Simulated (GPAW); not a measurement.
# Optical response of CdF2

Aim: the dielectric function of CdF2, and the optical constants that follow from it.

Calculated with GPAW 26.7.0; DFT, PBE, plane-wave PAW (GPAW data sets), scalar-relativistic, RPA, optical limit.

## Step 1: Starting point

Symmetry: Fm-3m, No. 225, cubic system. Conventional cell: a = 5.388 Å, b = 5.388 Å, c = 5.388 Å, α = 90.00°, β = 90.00°, γ = 90.00°. Nearest to Cd lie 8 F at 2.33 Å. Nearest to F lie 4 Cd at 2.33 Å. Farther neighbours and most contacts between anions are not listed.

As a file:

```
Cd F
1.0
     0.00000    2.69400    2.69400
     2.69400    0.00000    2.69400
     2.69400    2.69400    0.00000
Cd F
1 2
Direct
  0.00000 0.00000 0.00000
  0.75000 0.75000 0.75000
  0.25000 0.25000 0.25000
```

## Step 2: Bands for the response

The response needs many more empty bands than the density does.

This step: DFT, PBE, plane-wave PAW (GPAW data sets), scalar-relativistic, bands at fixed density (GPAW 26.7.0).

nscf.py reads:

```python
from ase.dft.bandgap import bandgap
from gpaw import GPAW, FermiDirac

calc = GPAW('gs.gpw').fixed_density(kpts={'size': (10, 10, 10), 'gamma': True}, nbands=50, convergence={'bands': 44},
                                    occupations=FermiDirac(0.001), txt='nscf.txt')
print('gap (eV)', bandgap(calc, output=None)[0])
print('direct gap (eV)', bandgap(calc, direct=True, output=None)[0])
print('top band over the Fermi level (eV)', min(calc.get_eigenvalues(kpt=k)[43] for k in range(len(calc.get_ibz_k_points()))) - calc.get_fermi_level())
calc.write('full.gpw', mode='all')
```

Started as:

```sh
> OMP_NUM_THREADS=1 python nscf.py
```

Numbers of over 12 decimals in the logs are rounded to 6 here.

What it wrote:

```text
Diagonalizing LCAO Hamiltonian
Converting LCAO to pw mode
convergence criteria:
- Maximum integral of absolute [eigenst]ate change: 4e-08 eV^2 / valence electron
maximum number of iterations: 150

SCF iterations
|iter     |      energy | eigst |  dens |
|iter:   1||             | +3.59 |       |
|iter:   2||             | +2.29 |       |
|iter:   3||             | +1.31 |       |
|iter:   4||             | +0.21 |       |
|iter:   5||             | -0.67 |       |
|iter:   6||             | -1.53 |       |
|iter:   7||             | -2.24 |       |
|iter:   8||             | -2.99 |       |
|iter:   9||             | -3.64 |       |
|iter:  10||             | -4.33 |       |
|iter:  11||             | -4.96 |       |
|iter:  12||             | -5.59 |       |
|iter:  13||             | -6.16 |       |
|iter:  14||             | -6.63 |       |
|iter:  15||             | -7.12 |       |
|iter:  16||             | -7.53c|       |
SCF steps: 16
  __  _  _
 | _ |_)|_||  |
 |__||  | ||/\| - 26.7.0

Versions:
  Python: 3.12.14
  ASE:    3.29.0
  Numpy:  2.5.5
  Scipy:  1.18.1
  Libxc:  7.0.0

Input parameters:
  mode=PW(ecut=500.0),
  convergence={'bands': 44},
  gpts=array([20, 20, 20]),
  kpts=MonkhorstPack(size=(10, 10, 10), gamma=True),
  maxiter=150,
  nbands=50,
  occupations=Occupations(name='fermi-dirac', width=0.001, fixmagmom=False),
  parallel={},
  xc=XC(name='PBE')

--- standard output ---
gap (eV) 3.078179
direct gap (eV) 3.532927
top band over the Fermi level (eV) 45.949177
```

The job ended after 89 s (1 thread of Arm Neoverse N1, shared host; peak memory 0.19 GiB).

Numbers from this step:

| Item | Value |
| --- | --- |
| gap on the k-mesh | 3.078 eV |
| direct gap on the mesh | 3.533 eV |

## Step 3: Dielectric function, RPA

Local fields let the induced charge screen the field inside the cell, which as a rule lowers ε, most along directions where the density is uneven.

This step: DFT, PBE, plane-wave PAW (GPAW data sets), scalar-relativistic, RPA, optical limit (GPAW 26.7.0).

df.py reads:

```python
from gpaw.response.df import DielectricFunction

df = DielectricFunction('full.gpw', frequencies={'type': 'nonlinear', 'domega0': 0.03, 'omega2': 8},
                        ecut=50,
                        eta=0.15,
                        nbands=44,
                        txt='df.txt')
for direction in ['x']:
    df.get_dielectric_function(xc='RPA', direction=direction, filename=f'df_{direction}.csv')
```

Started as:

```sh
> OMP_NUM_THREADS=1 python df.py
```

What it wrote:

```text
Using integrator: PointIntegrator
NonLinearFrequencyDescriptor(from 0.000 to 71.584 eV, 508 points)
Nonperiodic BCs:  [False False False]
Using integrator: PointIntegrator
NonLinearFrequencyDescriptor(from 0.000 to 71.584 eV, 508 points)
Nonperiodic BCs:  [False False False]

Calculating chi0 body with:
    Ground state adapter containing:
    Number of spins: 1
    Number of kpoints: 1000
    Number of irreducible kpoints: 47
    Number of completely occupied states: 13
    Number of partially occupied states: 13

    Linear response parametrization:
    q_c: [0.0, 0.0, 0.0]
    Number of frequency points: 508
    Planewave cutoff: 50.0
    Number of bands: 44
    Number of planewaves: 27
    Broadening (eta): 0.15

Integrating chi0 body.

Symmetries of q_c:
    Direct symmetries (Uq -> q): 48
    Indirect symmetries (TUq -> q): 0
In total 48 allowed symmetries.

47 groups of equivalent kpoints. 95.3% reduction.

Integral kind: spectral function

Calculating chi0 optical extensions with:
    Ground state adapter containing:
    Number of spins: 1
    Number of kpoints: 1000
    Number of irreducible kpoints: 47
    Number of completely occupied states: 13
    Number of partially occupied states: 13

    Linear response parametrization:
    Number of frequency points: 508
    Planewave cutoff: 50.0
    Number of bands: 44
    Number of planewaves: 27
    Broadening (eta): 0.15
Integrating chi0 head and wings.

Symmetries of q_c:
    Direct symmetries (Uq -> q): 48
    Indirect symmetries (TUq -> q): 0
In total 48 allowed symmetries.

47 groups of equivalent kpoints. 95.3% reduction.

Integral kind: spectral function wings
```

It took 14 s on 1 thread; peak memory 0.23 GiB.

Read-outs, printed or worked out from the files:

- electronic dielectric constant ε∞, mean over x, y and z (by symmetry where fewer were run): 2.651

Some rows of df_x.csv (energy; Re and Im without local fields; Re and Im with them):

```text
0.000000, 2.723561, 0.000000, 2.651386, 0.000000
0.429336, 2.727704, 0.002917, 2.655468, 0.002874
0.878195, 2.741182, 0.006168, 2.668747, 0.006078
1.347938, 2.766353, 0.010071, 2.693560, 0.009932
1.840057, 2.807292, 0.015218, 2.733956, 0.015025
2.356191, 2.871626, 0.022916, 2.797526, 0.022663
2.898142, 2.976052, 0.037011, 2.900920, 0.036691
3.467895, 3.171315, 0.078045, 3.094816, 0.077643
4.067647, 3.364043, 0.420686, 3.285292, 0.420365
4.699832, 3.304244, 1.131212, 3.228207, 1.130737
5.367152, 3.246707, 1.118928, 3.164071, 1.116888
6.072622, 2.991362, 1.011160, 2.900197, 1.011719
6.819608, 2.736858, 1.215475, 2.636282, 1.216546
7.611886, 2.573150, 1.169668, 2.454087, 1.161027
8.453705, 2.506754, 1.051570, 2.390565, 1.022808
9.349861, 2.748888, 1.274863, 2.649080, 1.281577
10.305790, 2.129355, 2.533056, 1.977532, 2.517057
11.327680, 1.828899, 1.233169, 1.614333, 1.194597
12.422601, 1.965936, 2.312888, 1.786333, 2.164510
13.598673, 1.899005, 2.780507, 1.819802, 2.427063
```

The Im ε, E ∥ x has structure finer than the step of the table below, so its rows give means over 0.5 eV, whole bins alone (the curve runs from 0 to 14.0 eV). Peaks (eV: height): 5.66: 1.48, 6.28: 1.46, 10.24: 2.52, 12.42: 2.16, 13.69: 2.54.

Values under the direct gap are tails of Lorentzian lines. Im ε, E ∥ x against photon energy; means over each step:

photon energy (eV), Im ε, E ∥ x and a bar:
```
      0.5       0.00 
      1.0       0.01 
      1.5       0.01 
      2.0       0.02 
      2.5       0.03 
      3.0       0.04 
      3.5       0.09 #
      4.0       0.34 ####
      4.5       0.83 ###########
      5.0       0.96 ############
      5.5       1.25 ################
      6.0       1.14 ###############
      6.5       1.30 #################
      7.0       1.31 #################
      7.5       1.23 ################
      8.0       1.16 ###############
      8.5       1.04 #############
      9.0       1.29 #################
      9.5       1.40 ##################
     10.0       2.23 #############################
     10.5       2.32 ##############################
     11.0       1.41 ##################
     11.5       1.15 ###############
     12.0       1.57 ####################
     12.5       1.99 ##########################
     13.0       1.54 ####################
     13.5       2.13 ############################
```

Re ε, E ∥ x against photon energy:

photon energy (eV), Re ε, E ∥ x and a bar from the least value:
```
      0.0       2.65 ##################
      0.5       2.66 ##################
      1.0       2.67 ###################
      1.5       2.70 ###################
      2.0       2.75 ####################
      2.5       2.82 #####################
      3.0       2.93 ######################
      3.5       3.11 ########################
      4.0       3.33 ###########################
      4.5       3.53 ##############################
      5.0       3.00 #######################
      5.5       3.12 #########################
      6.0       2.75 ####################
      6.5       2.45 ################
      7.0       2.54 #################
      7.5       2.34 ##############
      8.0       2.16 ############
      8.5       2.42 ###############
      9.0       2.56 #################
      9.5       2.72 ###################
     10.0       2.75 ####################
     10.5       1.46 ##
     11.0       1.28 
     11.5       1.75 ######
     12.0       2.14 ############
     12.5       1.55 ####
     13.0       1.71 ######
     13.5       1.99 #########
```

The Im ε, E ∥ x has structure finer than the step of the table below, so its rows give means over 0.5 eV, whole bins alone (the curve runs from 0 to 14.0 eV). Peaks (eV: height): without local fields 5.66: 1.47, 6.28: 1.46, 10.38: 2.54, 12.42: 2.31, 13.69: 2.88; with local fields 5.66: 1.48, 6.28: 1.46, 10.24: 2.52, 12.42: 2.16, 13.69: 2.54.

Values under the direct gap are tails of Lorentzian lines. Table of Im ε, E ∥ x by photon energy; means over each step:

| photon energy (eV) | without local fields | with local fields |
| --- | --- | --- |
| 0.5 | 0.00342 | 0.00337 |
| 1.0 | 0.00715 | 0.00704 |
| 1.5 | 0.0116 | 0.0114 |
| 2.0 | 0.0174 | 0.0172 |
| 2.5 | 0.0261 | 0.0258 |
| 3.0 | 0.0420 | 0.0417 |
| 3.5 | 0.0914 | 0.0910 |
| 4.0 | 0.340 | 0.339 |
| 4.5 | 0.836 | 0.833 |
| 5.0 | 0.959 | 0.960 |
| 5.5 | 1.25 | 1.25 |
| 6.0 | 1.14 | 1.14 |
| 6.5 | 1.29 | 1.30 |
| 7.0 | 1.31 | 1.31 |
| 7.5 | 1.23 | 1.23 |
| 8.0 | 1.17 | 1.16 |
| 8.5 | 1.07 | 1.04 |
| 9.0 | 1.31 | 1.29 |
| 9.5 | 1.39 | 1.40 |
| 10.0 | 2.23 | 2.23 |
| 10.5 | 2.33 | 2.32 |
| 11.0 | 1.43 | 1.41 |
| 11.5 | 1.20 | 1.15 |
| 12.0 | 1.71 | 1.57 |
| 12.5 | 2.13 | 1.99 |
| 13.0 | 1.81 | 1.54 |
| 13.5 | 2.46 | 2.13 |

The loss function −Im 1/ε at q → 0, E ∥ x has structure finer than the step of the table below, so its rows give means over 0.5 eV, whole bins alone (the curve runs from 0 to 14.0 eV). Peaks (eV: height): 5.77: 0.157, 7.91: 0.199, 10.81: 0.407, 12.75: 0.374.

Values under the direct gap are tails of Lorentzian lines. The loss function −Im 1/ε at q → 0, E ∥ x by energy loss; means over each step:

energy loss (eV), loss function −Im 1/ε at q → 0, E ∥ x and a bar:
```
      0.5      0.000 
      1.0      0.001 
      1.5      0.002 
      2.0      0.002 
      2.5      0.003 
      3.0      0.005 
      3.5      0.009 #
      4.0      0.030 ##
      4.5      0.066 #####
      5.0      0.095 ########
      5.5      0.117 #########
      6.0      0.128 ##########
      6.5      0.156 ############
      7.0      0.160 #############
      7.5      0.173 ##############
      8.0      0.179 ##############
      8.5      0.145 ############
      9.0      0.154 ############
      9.5      0.149 ############
     10.0      0.183 ###############
     10.5      0.310 #########################
     11.0      0.376 ##############################
     11.5      0.257 #####################
     12.0      0.219 #################
     12.5      0.309 #########################
     13.0      0.303 ########################
     13.5      0.269 #####################
```

The refractive index n and extinction k by photon energy:

| photon energy (eV) | n | k |
| --- | --- | --- |
| 0.0 | 1.63 | 0 |
| 0.5 | 1.63 | 0.00103 |
| 1.0 | 1.64 | 0.00214 |
| 1.5 | 1.64 | 0.00345 |
| 2.0 | 1.66 | 0.00514 |
| 2.5 | 1.68 | 0.00760 |
| 3.0 | 1.71 | 0.0119 |
| 3.5 | 1.76 | 0.0234 |
| 4.0 | 1.83 | 0.111 |
| 4.5 | 1.89 | 0.240 |
| 5.0 | 1.75 | 0.260 |
| 5.5 | 1.80 | 0.345 |
| 6.0 | 1.68 | 0.290 |
| 6.5 | 1.62 | 0.407 |
| 7.0 | 1.65 | 0.411 |
| 7.5 | 1.57 | 0.354 |
| 8.0 | 1.52 | 0.379 |
| 8.5 | 1.59 | 0.318 |
| 9.0 | 1.65 | 0.410 |
| 9.5 | 1.70 | 0.412 |
| 10.0 | 1.78 | 0.658 |
| 10.5 | 1.47 | 0.837 |
| 11.0 | 1.26 | 0.546 |
| 11.5 | 1.38 | 0.403 |
| 12.0 | 1.55 | 0.504 |
| 12.5 | 1.45 | 0.743 |
| 13.0 | 1.40 | 0.516 |
| 13.5 | 1.56 | 0.676 |

From ε follow the optical constants at some laser and lamp lines:

| wavelength (nm) | n | k | R (%) | 1/α |
| --- | --- | --- | --- | --- |
| 800 | 1.65 | 0.004 | 6.0 | 18 µm |
| 532 | 1.67 | 0.007 | 6.3 | 6.4 µm |
| 405 | 1.72 | 0.013 | 6.9 | 2.5 µm |
| 365 | 1.75 | 0.020 | 7.4 | 1.5 µm |
| 308 | 1.82 | 0.115 | 8.6 | 213 nm |
| 248 | 1.75 | 0.260 | 8.3 | 76 nm |
| 193 | 1.65 | 0.423 | 8.4 | 36 nm |

Below the direct gap, k and the depth come from the tails of the Lorentzian lines, not from transitions.

Rows near the edge hang on the gap, which this functional as a rule makes too small, and phonon-assisted absorption is left out.

## Step 4: What came out

- electronic dielectric constant ε∞, mean over x, y and z (by symmetry where fewer were run) (RPA): 2.65

At this level (PBE, RPA) CdF2 has ε∞ = 2.65 and n = 1.63 at 1550 nm. On the mesh the gap is 3.08 eV and the least direct gap 3.53 eV, so on this mesh the band edges lie at different points. Local fields change the static value along x from 2.72 to 2.65 (-3 %). Distinct maxima of Im ε, read by a parabola through the highest points, lie at 5.65 eV (1.5), 10.25 eV (2.5), 12.45 eV (2.2) and 13.70 eV (2.5). Excitons and phonon-assisted transitions are missing; PBE gaps are as a rule too small, which pulls the onset down and ε∞ up. The sum runs over mesh points, so small or evenly spaced maxima can still be ripples of the mesh. In this version of GPAW the matrix elements of the optical limit are incomplete, which can lower ε − 1 by up to a tenth where first-row anions or d states rule, and shift it by more in d metals.

[Machine, clock and banner lines and Python warnings are left out of the logs.]

[Logs are printed without paths, hosts, clocks, repeated set-up lines and the standing remarks that a program may print on its own settings, such as how far it seeks lower states.]

[Hosts, paths, dates, database ids (printed as entryN), source tags and the programs' standing remarks are cut or masked in the printed files.]
